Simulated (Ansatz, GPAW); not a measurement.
# Cutoff, mesh and smearing for a 6-layer slab of Na(110), part 3 of 3

Wanted: a convergence study on the slab a 6-layer slab of Na(110).

GPAW 26.7.0 and Ansatz 0.2.0; Ansatz plane waves; slab in vacuum with a dipole correction, relaxation (the session's first sound run).

So far, upper work function (eV): step 2 (relaxation, PBE) 2.81; step 3 (the slab's potential, PBE, GPAW) 2.81; step 6 (cutoff 700: ecut = 700, PBE, GPAW) 2.81; step 9 (K mesh 14×14: kpts = [14, 14], PBE, GPAW) 2.81; step 10 (scheme Methfessel-Paxton of order 0 (Gaussian), smearing 0.1, PBE, GPAW) 2.77.

### Step 12. Without the dipole layer

Level of this step: GPAW, PAW setups; slab in vacuum (GPAW).

The dipole layer is taken out and the cell repeats along the normal.

Contents of run.py:

```python
import json
import numpy as np
from ase import Atoms
from gpaw import GPAW, PW

slab = Atoms(
    ['Na', 'Na', 'Na', 'Na', 'Na', 'Na'],
    positions=[
        [0.00000, 0.00000, 8.00000],
        [2.99106, 0.00000, 10.99106],
        [0.00000, 0.00000, 13.98212],
        [2.99106, 0.00000, 16.93824],
        [0.00000, 0.00000, 19.88798],
        [2.99106, 0.00000, 22.77247]],
    cell=[[2.99106, -2.115, 0.0], [2.99106, 2.115, 0.0], [0.0, 0.0, 30.95531]],
    pbc=[True, True, True])

slab.calc = GPAW(mode=PW(400), xc='PBE', kpts={'size': (9, 9, 1), 'gamma': True},
                 occupations={'name': 'fermi-dirac', 'width': 0.1}, nbands='140%',
                 convergence={'density': 1e-05}, maxiter=200,
                 symmetry={'tolerance': 1e-3}, txt='slab.txt')
result = {}
energy = slab.get_potential_energy()
fermi = slab.calc.get_fermi_level()
v = slab.calc.get_electrostatic_potential().mean((0, 1)) - fermi
n = slab.calc.get_pseudo_density().mean((0, 1))
L = slab.cell[2, 2]
z = np.arange(len(v)) * L / len(v)
low, high = slab.positions[:, 2].min(), slab.positions[:, 2].max()
below, above = np.interp([low - 5.8, high + 5.8], z, v)
slopes = [np.interp(x, z, np.gradient(v, z)) for x in (low - 5.8, high + 5.8)]
eps = np.array([[slab.calc.get_eigenvalues(k, s) for k in range(len(slab.calc.get_ibz_k_points()))]
                for s in range(slab.calc.get_number_of_spins())]) - fermi
top, bottom = eps[eps < 0].max(), eps[eps > 0].min()
dipole = slab.get_dipole_moment()[2]
print(f'energy {energy:.4f} eV, Fermi level {fermi:.4f} eV, dipole {dipole:.5f} e A')
print(f'potential 5.8 A off the faces, from the Fermi level: lower {below:.4f} eV, upper {above:.4f} eV')
print(f'slope of the potential there: lower {slopes[0]:.5f}, upper {slopes[1]:.5f} eV/A')
print(f'nearest levels on the mesh: {top:.4f} and {bottom:.4f} eV')
print('magnetic moment', round(slab.get_magnetic_moment(), 3))
result.update(energy=energy, fermi=fermi, dipole=dipole, below=below, above=above, slopes=slopes, edges=[top, bottom],
              z=z.tolist(), v=v.tolist(), n=n.tolist(), positions=slab.positions.tolist(),
              forces=slab.get_forces(apply_constraint=False).tolist(), moments=slab.get_magnetic_moments().tolist())
json.dump(result, open('result.json', 'w'))
```

Command:

```
$ OMP_NUM_THREADS=1 OPENBLAS_NUM_THREADS=1 python run.py
```

What it wrote:

```text
energy -7.6213 eV, Fermi level -0.9969 eV, dipole 0.00291 e A
potential 5.8 A off the faces, from the Fermi level: lower 2.8210 eV, upper 2.8144 eV
slope of the potential there: lower 0.00078, upper 0.00208 eV/A
nearest levels on the mesh: -0.0391 and 0.0148 eV
magnetic moment 0.0
```

Wall time 1.7 min (1 thread of Intel Xeon Platinum 8488C (Sapphire Rapids), shared host); peak memory 0.31 GiB.

The run finished with changed settings (dipole = false and pbc_z = true); it serves as a test.

Side by side:

| quantity | this run | sound run | difference |
| --- | --- | --- | --- |
| upper work function (eV) | 2.8144 | 2.8093 | 0.00510 |
| lower work function (eV) | 2.8210 | 2.8259 | -0.00494 |

### Step 13. Side by side

Results and costs are gathered.

This step: comparison of work functions, dipole and cost (GPAW 26.7.0).

Ladder, by row:

| step | code | work function, upper (eV) | work function, lower (eV) | dipole (e Å) | wall time (s) | peak memory (GiB) | threads |
| --- | --- | --- | --- | --- | --- | --- | --- |
| pw | GPAW | 2.809 | 2.826 | 9.70e-4 | 127.3 | 0.32 | 1 |
| ecut200 | GPAW | 2.81 | 2.827 | 8.94e-4 | 36.39 | 0.19 | 1 |
| ecut300 | GPAW | 2.811 | 2.828 | 9.37e-4 | 65.52 | 0.24 | 1 |
| ecut700 | GPAW | 2.809 | 2.826 | 9.75e-4 | 305.3 | 0.6 | 1 |
| k3 | GPAW | 2.832 | 2.853 | 0.001266 | 28.68 | 0.23 | 1 |
| k5 | GPAW | 2.83 | 2.846 | 9.27e-4 | 51.22 | 0.24 | 1 |
| k14 | GPAW | 2.813 | 2.829 | 9.46e-4 | 270.2 | 0.48 | 1 |
| smear | GPAW | 2.767 | 2.784 | 9.97e-4 | 124.7 | 0.32 | 1 |
| nodip | GPAW | 2.814 | 2.821 | 0.002907 | 104.1 | 0.31 | 1 |

### Step 14. A changed run

One more run, with changed settings.

This step: GPAW, PAW setups; slab in vacuum (GPAW 26.7.0).

Edit run.py of step 12 so:

```diff
@@ -15,7 +15,8 @@
     cell=[[2.99106, -2.115, 0.0], [2.99106, 2.115, 0.0], [0.0, 0.0, 30.95531]],
-    pbc=[True, True, True])
+    pbc=[True, True, False])
 
 slab.calc = GPAW(mode=PW(400), xc='PBE', kpts={'size': (9, 9, 1), 'gamma': True},
-                 occupations={'name': 'fermi-dirac', 'width': 0.1}, nbands='140%',
-                 convergence={'density': 1e-05}, maxiter=200,
+                 occupations={'name': 'fermi-dirac', 'width': 1.0}, nbands='140%',
+                 convergence={'density': 1e-05}, maxiter=100,
+                 poissonsolver={'dipolelayer': 'xy'},
                  symmetry={'tolerance': 1e-3}, txt='slab.txt')
```

What it wrote:

```text
energy -8.0170 eV, Fermi level -1.7587 eV, dipole -0.00157 e A
potential 5.8 A off the faces, from the Fermi level: lower 4.3333 eV, upper 4.3431 eV
slope of the potential there: lower -0.06134, upper 0.06540 eV/A
nearest levels on the mesh: -0.0077 and 0.0122 eV
magnetic moment 0.0
```

The job ended after 2.8 min (1 thread; peak memory 0.32 GiB).

The run finished. A setting was moved off its sound value on purpose, so it serves as a test and not as the result.

The fault put into the input: a smearing of electronvolts (width = 1.0).

### Step 15. What came out

| Property | Result |
| --- | --- |
| work function, upper and lower face | 2.809 and 2.826 eV |
| dipole along the normal | 9.7e-4 e Å |

**Reading.** With plane waves and PBE the work function is 2.81 eV on the upper face and 2.83 eV on the lower. The measured value for polycrystalline Na, which weights the faces of low work function, is 2.75 eV (as compiled in "Anisotropic work function of elemental crystals", 2019, arxiv:1902.07811); the relaxed upper face lies 0.059 eV over it with PBE. Measured work functions scatter by a tenth of an eV or more between methods. The other smearing (Gaussian of 0.1 eV in place of Fermi-Dirac of 0.1) moves the two faces by -0.042 and -0.042 eV on the same mesh; a mesh is converged only for its smearing. Over the sound runs of the table the upper face's work function spans 2.767 (smear) to 2.813 eV (k14). The small printed dipole stands for a step of -14 meV from the lower to the upper face, and the probes find -17 meV; values this small are near the numerical noise of both. The in-plane lattice was kept as typed, which isn't the functional's own and leaves some strain; spin-orbit coupling and temperature are left out.

[Logs are printed without paths, hosts, clocks, repeated set-up lines and the standing remarks that a program may print on its own settings, such as how far it seeks lower states.]

[Hosts, paths, dates, database ids (printed as entryN), source tags and the programs' standing remarks are cut or masked in the printed files.]
